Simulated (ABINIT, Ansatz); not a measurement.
# RbIO3 (R3m): bands and cutoff in G0W0 with ABINIT

Aim: raise bands and screening cutoff together for RbIO3 (R3m) and follow gap and time.

Method: LDA and many-body steps on it, plane waves, in ABINIT 10.8.3.

## (1) Set-up

It takes space group R3m (No. 160, trigonal). Conventional cell: a = 6.375 Å, b = 6.375 Å, c = 7.866 Å, α = 90.00°, β = 90.00°, γ = 120.00°. Nearest to Rb lie 12 O at 3.09 to 3.36 Å. Nearest to I lie 3 O at 1.82 Å. Nearest to O lie 2 I at 1.82 to 2.73 Å and 4 Rb at 3.09 to 3.36 Å. Farther neighbours and most contacts between anions are not listed.

The cell and positions are those that the Materials Project relaxed with its own functionals (PBE, PBE+U or r2SCAN), kept fixed. Spin-orbit coupling is left out unless a step names it.

## (2) Empty states on the mesh, 2×2×2 mesh, 182 bands

This step: ABINIT 10.8.3; DFT, LDA, plane waves, norm-conserving pseudopotentials.

The sums over transitions need many empty states on a uniform mesh; this step solves for them.

run.abi

```
acell 3*1.0 Angstrom
rprim 
  3.187728926621 1.840436153888 2.622110720600
  -3.187728926621 1.840436153888 2.622110720600
  -0.000000000000 -3.680872307776 2.622110720600
ntypat 3
znucl 37 53 8
natom 5
typat 1 2 3 3 3
xred 
  0.515642950000 0.515642950000 0.515642950000
  0.001050200000 0.001050200000 0.001050200000
  0.036532590000 0.601941670000 0.036532590000
  0.036532590000 0.036532590000 0.601941670000
  0.601941670000 0.036532590000 0.036532590000
pp_dirpath "pseudos"
pseudos "Rb.upf, I.upf, O.upf"
ecut 36
ngkpt 2 2 2
nshiftk 1
shiftk 0 0 0
kptopt 1
chksymbreak 0
iscf -2
irdden 1
istwfk *1
nband 182
nbdbuf 16
tolwfr 1e-09
nstep 60
prtvol 0
indata_prefix "in"
outdata_prefix "out"
tmpdata_prefix "tmp"
```

The run is started by

```sh
> OMP_NUM_THREADS=1 mpirun -n 4 abinit run.abi > log
```

Numbers of over 12 decimals in the logs are rounded to 6 here.

The log of the run:

```text
.Version 10.8.3 of ABINIT. v10.8.2 released Aug 2026.

 Symmetries : space group R3 m (#160); Bravais hR (rhombohedral)
[... echo of the input left out ...]
== DATASET  1 ==================================================================
-   mpi_nproc: 4, omp_nthreads: 1 (-1 if OMP is not activated)

--- !DatasetInfo
iteration_state: {dtset: 1, }
dimensions: {natom: 5, nkpt: 4, mband: 182, nsppol: 1, nspinor: 1, nspden: 1, mpw: 6444, }
cutoff_energies: {ecut:  36.0, pawecutdg:  -1.0, }
[...]
2.68097    2.68403    2.68403    2.69363    2.69765    2.69765    2.71583    2.71583
   2.72605    2.78293    2.80332    2.80332    2.82809    2.83126    2.83127    2.83492
   2.86287    2.86289    2.91727    2.93125    2.93604    2.96335
 prteigrs : prtvol=0 or 1, do not print more k-points.

== END DATASET(S) ==============================================================
================================================================================

 -outvars: echo values of variables after computation  --------
            nband         182
             nkpt           4
          spgroup         160
 [... the other variables as echoed above ...]

 Calculation completed.
```

Elapsed: 5.1 min, on 4 MPI ranks of AMD EPYC 7571, shared host; peak memory 0.44 GiB.

This step gave:

* gap: 2.723 eV
* k of the valence top: 0.5, 0.5, 0.5
* k of the conduction bottom: 0.5, 0.5, 0.5
* least direct gap: 2.723 eV
* k points computed: 4
* lowest point of the top converged band, above the valence top: 72.2612 eV

On this mesh the gap is 2.723 eV.

The density comes from a self-consistent run that is not shown.

## (3) Screening, 2×2×2 mesh, 35 bands, screening to 62.6 eV

The RPA dielectric matrix is built and inverted for each q.

This step: RPA screening on LDA, plane waves, norm-conserving pseudopotentials.

run.abi, as its differences from that of step 2:

```diff
@@ -23,10 +23,11 @@
 chksymbreak 0
-iscf -2
-irdden 1
 istwfk *1
-nband 182
-nbdbuf 16
-tolwfr 1e-09
-nstep 60
-prtvol 0
+occopt 1
+irdwfk 1
+optdriver 3
+nband 35
+ecuteps 2.3
+inclvkb 2
+awtr 1
+symchi 1
 indata_prefix "in"
```

The log of the run:

```text
.Version 10.8.3 of ABINIT. v10.8.2 released Aug 2026.

 Symmetries : space group R3 m (#160); Bravais hR (rhombohedral)
[... echo of the input left out ...]
== DATASET  1 ==================================================================
-   mpi_nproc: 4, omp_nthreads: 1 (-1 if OMP is not activated)

--- !DatasetInfo
iteration_state: {dtset: 1, }
dimensions: {natom: 5, nkpt: 4, mband: 35, nsppol: 1, nspinor: 1, nspden: 1, mpw: 6444, }
cutoff_energies: {ecut:  36.0, pawecutdg:  -1.0, }
electrons: {nelect:   3.40000000E+01, charge:   0.00000000E+00, occopt:   1.00000000E+00, tsmear:   1.00000000E-02, }

 SCREENING: Calculation of the susceptibility and dielectric matrices

 Based on a program developped by R.W. Godby, V. Olevano, G. Onida, and L. Reining.
 Incorporated in ABINIT by V. Olevano, G.-M. Rignanese, and M. Torrent.
.Using double precision arithmetic ; gwpc =  8

[... cell and pseudopotentials left out ...]
--------------------------------------------------------------------------------

 ==== K-mesh for the wavefunctions ====
 Number of points in the irreducible wedge :     4
[... list of points left out ...]
 Together with  6 symmetry operations and time-reversal symmetry
 yields     8 points in the full Brillouin Zone.

 ==== Q-mesh for the screening function ====
 Number of points in the irreducible wedge :     4
[... list of points left out ...]
 Together with  6 symmetry operations and time-reversal symmetry
 yields     8 points in the full Brillouin Zone.

 setmesh: FFT mesh size selected  =    30x   30x   30
          total number of points  =        27000

 vcoul_init : cutoff-mode = AUXILIARY_FUNCTION
 q-points for optical limit:   1
     1)      0.000010    0.000020    0.000030

- screening: taking advantage of time-reversal symmetry
- Maximum band index for partially occupied states nbvw = 17
- Remaining bands to be divided among processors   nbcw = 18
- Number of bands treated by each node ~4

 Number of electrons calculated from density =   34.0000; Expected =   34.0000
 average of density, n =  0.054586
 r_s =    1.6354
 omega_plasma =   22.5369 [eV]

 calculating chi0 at frequencies [eV] :
  1    0.000000E+00    0.000000E+00
  2    0.000000E+00    2.253692E+01

--------------------------------------------------------------------------------
  q-point number  1        q = ( 0.000000, 0.000000, 0.000000) [r.l.u.]
--------------------------------------------------------------------------------
[... chi0 elements left out ...]
 For q-point:  0.000010 0.000020 0.000030
  dielectric constant =   3.9263
  dielectric constant without local fields =   4.5530

  Average fulfillment of the sum rule on Im[epsilon] for q-point    1 :     23.78  [%]
[... wings left out ...]
  q-point number  2        q = ( 0.500000, 0.000000, 0.000000) [r.l.u.]
--------------------------------------------------------------------------------
[... chi0 elements left out ...]
  Average fulfillment of the sum rule on Im[epsilon] for q-point    2 :     36.60  [%]

 [... 2 further q-points ...]
```

Run time: 13 s. Hardware: 4 MPI ranks; peak memory 0.65 GiB.

This step gave:

| Property | Result |
| --- | --- |
| ε∞ with local fields, on this mesh, along the program's q direction | 3.926 |
| the same without local fields | 4.553 |
| plasma frequency | 22.54 eV |
| plane waves in the screening matrix | 93 |

Local fields lower ε∞ by 14 %. On a Γ-centred mesh this coarse the value itself is usually too large, while a short band sum pulls it down.

## (4) 35 bands, 62.6 eV

The self-energy is evaluated for the states that the input lists, and the levels follow from it, in one-shot runs by the linearised quasiparticle equation.

This step: G0W0 on LDA, plane waves, norm-conserving pseudopotentials.

run.abi, as its differences from that of step 3:

```diff
@@ -26,8 +26,17 @@
 irdwfk 1
-optdriver 3
+optdriver 4
 nband 35
+gwcalctyp 0
+ecutsigx 36
+symsigma 1
+nkptgw 2
+kptgw 
+  0.5000000000 0.5000000000 0.5000000000
+  0.0000000000 0.0000000000 0.0000000000
+bdgw 
+  16 19
+  14 20
 ecuteps 2.3
-inclvkb 2
-awtr 1
-symchi 1
+irdscr 1
+ppmodel 1
 indata_prefix "in"
```

The log of the run:

```text
.Version 10.8.3 of ABINIT. v10.8.2 released Aug 2026.

 Symmetries : space group R3 m (#160); Bravais hR (rhombohedral)
[... echo of the input left out ...]
== DATASET  1 ==================================================================
-   mpi_nproc: 4, omp_nthreads: 1 (-1 if OMP is not activated)

--- !DatasetInfo
iteration_state: {dtset: 1, }
dimensions: {natom: 5, nkpt: 4, mband: 35, nsppol: 1, nspinor: 1, nspden: 1, mpw: 6444, }
cutoff_energies: {ecut:  36.0, pawecutdg:  -1.0, }
electrons: {nelect:   3.40000000E+01, charge:   0.00000000E+00, occopt:   1.00000000E+00, tsmear:   1.00000000E-02, }

 SIGMA: Calculation of the GW corrections

 Based on a program developped by R.W. Godby, V. Olevano, G. Onida, and L. Reining.
 Incorporated in ABINIT by V. Olevano, G.-M. Rignanese, and M. Torrent.
.Using double precision arithmetic ; gwpc =  8

[... cell and pseudopotentials left out ...]
--------------------------------------------------------------------------------

 ==== K-mesh for the wavefunctions ====
 Number of points in the irreducible wedge :     4
[... list of points left out ...]
 Together with  6 symmetry operations and time-reversal symmetry
 yields     8 points in the full Brillouin Zone.

 ==== Q-mesh for screening function ====
 Number of points in the irreducible wedge :     4
[... list of points left out ...]
 Together with  6 symmetry operations and time-reversal symmetry
 yields     8 points in the full Brillouin Zone.

 vcoul_init : cutoff-mode = AUXILIARY_FUNCTION
 q-points for optical limit:   1
     1)      0.000010    0.000020    0.000030
 setmesh: FFT mesh size selected  =    48x   48x   48
          total number of points  =       110592

 Number of electrons calculated from density =   34.0000; Expected =   34.0000
 average of density, n =  0.054586
 r_s =    1.6354
 omega_plasma =   22.5369 [eV]

 === KS Band Gaps ===
  >>>> For spin  1
   Minimum direct gap =   2.7231 [eV], located at k-point      :   0.5000  0.5000  0.5000
   Fundamental gap    =   2.7231 [eV], Top of valence bands at :   0.5000  0.5000  0.5000
                                       Bottom of conduction at :   0.5000  0.5000  0.5000
 SIGMA fundamental parameters:
 PLASMON POLE MODEL  1
 number of plane-waves for SigmaX                 6421
 number of plane-waves for SigmaC and W             93
 number of plane-waves for wavefunctions          6421
 number of bands                                    35
 number of independent spin polarizations            1
 number of spinorial components                      1
 number of k-points in IBZ                           4
 number of q-points in IBZ                           4
 number of symmetry operations                       6
 number of k-points in BZ                            8
 number of q-points in BZ                            8
 number of frequencies for dSigma/dE                 9
 frequency step for dSigma/dE [eV]                0.25
 number of omega for Sigma on real axis              0
 max omega for Sigma on real axis  [eV]           0.00
 zcut for avoiding poles [eV]                     0.10

 EPSILON^-1 parameters (SCR file):
 dimension of the eps^-1 matrix on file             93
 dimension of the eps^-1 matrix used                93
 number of plane-waves for wavefunctions          6421
 number of bands                                    35
 number of q-points in IBZ                           4
 number of frequencies                               2
 number of real frequencies                          1
 number of imag frequencies                          1

 matrix elements of self-energy operator (all in [eV])

 Perturbative Calculation

--- !SelfEnergy_ee
iteration_state: {dtset: 1, }
kpoint     : [   0.500,    0.500,    0.500, ]
spin       : 1
KS_gap     :    2.723
QP_gap     :    4.866
Delta_QP_KS:    2.143
data: !SigmaeeData |
     Band     E0 <VxcDFT>   SigX SigC(E0)      Z dSigC/dE  Sig(E)    E-E0       E
       16   0.664 -19.417 -24.742   4.963   0.757  -0.320 -19.691  -0.274   0.390
       17   1.146 -16.956 -20.651   3.564   0.794  -0.260 -17.060  -0.104   1.042
       18   3.869 -13.749  -9.596  -1.678   0.824  -0.214 -11.710   2.039   5.908
       19   3.869 -13.749  -9.596  -1.678   0.824  -0.214 -11.710   2.039   5.908

--- !SelfEnergy_ee
iteration_state: {dtset: 1, }
kpoint     : [   0.000,    0.000,    0.000, ]
spin       : 1
KS_gap     :    6.328
QP_gap     :    8.560
Delta_QP_KS:    2.232
data: !SigmaeeData |
     Band     E0 <VxcDFT>   SigX SigC(E0)      Z dSigC/dE  Sig(E)    E-E0       E
       14  -0.023 -18.342 -23.812   4.828   0.760  -0.316 -18.830  -0.488  -0.511
       15  -0.023 -18.740 -23.812   4.828   0.760  -0.316 -18.926  -0.185  -0.208
       16  -0.023 -18.740 -23.812   4.828   0.760  -0.316 -18.926  -0.185  -0.208
       17   0.138 -18.629 -24.108   5.033   0.756  -0.323 -18.965  -0.337  -0.199
       18   6.466  -9.991  -5.178  -2.596   0.855  -0.170  -8.096   1.896   8.361
       19   7.945 -16.739 -11.040  -2.388   0.790  -0.266 -14.124   2.615  10.560
       20   7.945 -16.739 -11.040  -2.388   0.790  -0.266 -14.124   2.615  10.560

== END DATASET(S) ==============================================================
================================================================================

 -outvars: echo values of variables after computation  --------
           etotal      0.0000000000E+00
            nband          35
             nkpt           4
          spgroup         160
 [... the other variables as echoed above ...]

 Calculation completed.
```

Elapsed: 9.7 s, on 4 MPI ranks; peak memory 0.55 GiB.

This step gave:

```yaml
g0w0_gap_on_the_points_computed: 4.866 eV
starting_gap_on_the_mesh: 2.723 eV
k_of_the_valence_top: 0.5, 0.5, 0.5
k_of_the_conduction_bottom: 0.5, 0.5, 0.5
z_at_the_valence_top: 0.794
z_at_the_conduction_bottom: 0.824
least_direct_g0w0_gap_on_the_computed_points: 4.866 eV
```

The gap on the mesh goes from 2.72 eV to 4.87 eV, a correction of +2.14 eV.

## (5) Screening, 2×2×2 mesh, 78 bands, screening to 114.3 eV

This step: RPA screening on LDA, plane waves, norm-conserving pseudopotentials.

run.abi, as its differences from that of step 4:

```diff
@@ -26,17 +26,8 @@
 irdwfk 1
-optdriver 4
-nband 35
-gwcalctyp 0
-ecutsigx 36
-symsigma 1
-nkptgw 2
-kptgw 
-  0.5000000000 0.5000000000 0.5000000000
-  0.0000000000 0.0000000000 0.0000000000
-bdgw 
-  16 19
-  14 20
-ecuteps 2.3
-irdscr 1
-ppmodel 1
+optdriver 3
+nband 78
+ecuteps 4.2
+inclvkb 2
+awtr 1
+symchi 1
 indata_prefix "in"
```

The log of the run:

```text
.Version 10.8.3 of ABINIT. v10.8.2 released Aug 2026.

 Symmetries : space group R3 m (#160); Bravais hR (rhombohedral)
[... echo of the input left out ...]
== DATASET  1 ==================================================================
-   mpi_nproc: 4, omp_nthreads: 1 (-1 if OMP is not activated)

--- !DatasetInfo
iteration_state: {dtset: 1, }
dimensions: {natom: 5, nkpt: 4, mband: 78, nsppol: 1, nspinor: 1, nspden: 1, mpw: 6444, }
cutoff_energies: {ecut:  36.0, pawecutdg:  -1.0, }
electrons: {nelect:   3.40000000E+01, charge:   0.00000000E+00, occopt:   1.00000000E+00, tsmear:   1.00000000E-02, }

 SCREENING: Calculation of the susceptibility and dielectric matrices

 Based on a program developped by R.W. Godby, V. Olevano, G. Onida, and L. Reining.
 Incorporated in ABINIT by V. Olevano, G.-M. Rignanese, and M. Torrent.
.Using double precision arithmetic ; gwpc =  8

[... cell and pseudopotentials left out ...]
--------------------------------------------------------------------------------

 ==== K-mesh for the wavefunctions ====
 Number of points in the irreducible wedge :     4
[... list of points left out ...]
 Together with  6 symmetry operations and time-reversal symmetry
 yields     8 points in the full Brillouin Zone.

 ==== Q-mesh for the screening function ====
 Number of points in the irreducible wedge :     4
[... list of points left out ...]
 Together with  6 symmetry operations and time-reversal symmetry
 yields     8 points in the full Brillouin Zone.

 setmesh: FFT mesh size selected  =    32x   32x   32
          total number of points  =        32768

 vcoul_init : cutoff-mode = AUXILIARY_FUNCTION
 q-points for optical limit:   1
     1)      0.000010    0.000020    0.000030

- screening: taking advantage of time-reversal symmetry
- Maximum band index for partially occupied states nbvw = 17
- Remaining bands to be divided among processors   nbcw = 61
- Number of bands treated by each node ~15

 Number of electrons calculated from density =   34.0000; Expected =   34.0000
 average of density, n =  0.054586
 r_s =    1.6354
 omega_plasma =   22.5369 [eV]

 calculating chi0 at frequencies [eV] :
  1    0.000000E+00    0.000000E+00
  2    0.000000E+00    2.253692E+01

--------------------------------------------------------------------------------
  q-point number  1        q = ( 0.000000, 0.000000, 0.000000) [r.l.u.]
--------------------------------------------------------------------------------
[... chi0 elements left out ...]
 For q-point:  0.000010 0.000020 0.000030
  dielectric constant =   3.9916
  dielectric constant without local fields =   4.6960

  Average fulfillment of the sum rule on Im[epsilon] for q-point    1 :     52.42  [%]
[... wings left out ...]
  q-point number  2        q = ( 0.500000, 0.000000, 0.000000) [r.l.u.]
--------------------------------------------------------------------------------
[... chi0 elements left out ...]
  Average fulfillment of the sum rule on Im[epsilon] for q-point    2 :     61.89  [%]

 [... 2 further q-points ...]
```

The job ended after 35 s (4 MPI ranks; peak memory 0.78 GiB; 2.3 min of CPU time).

This step gave:

```
ε∞ with local fields, on this mesh, along the program's q direction : 3.992
the same without local fields                                       : 4.696
plasma frequency                                                    : 22.54 eV
plane waves in the screening matrix                                 : 251
```

(Continued in part 2 of 2.)

[Paths, hosts, dates, memory and timing lines, banners, echoed tables and standing remarks are left out of the program output.]

[Logs are printed without paths, hosts, clocks, repeated set-up lines and the standing remarks that a program may print on its own settings, such as how far it seeks lower states.]

[Runs of the session that timed out or met a known fault of the program may be left out.]

[Hosts, paths, dates, database ids (printed as entryN), source tags and the programs' standing remarks are cut or masked in the printed files.]

[G0W0 gaps are taken among the corrected bands and points alone; a level outside them can change the order at an edge.]

[Where Ansatz stands beside ABINIT at settings called matched, ABINIT's density can come from a denser mesh and the files from another edition; pairs whose starting gaps differed by over 0.03 eV were left out, so agreement reads better than it is.]
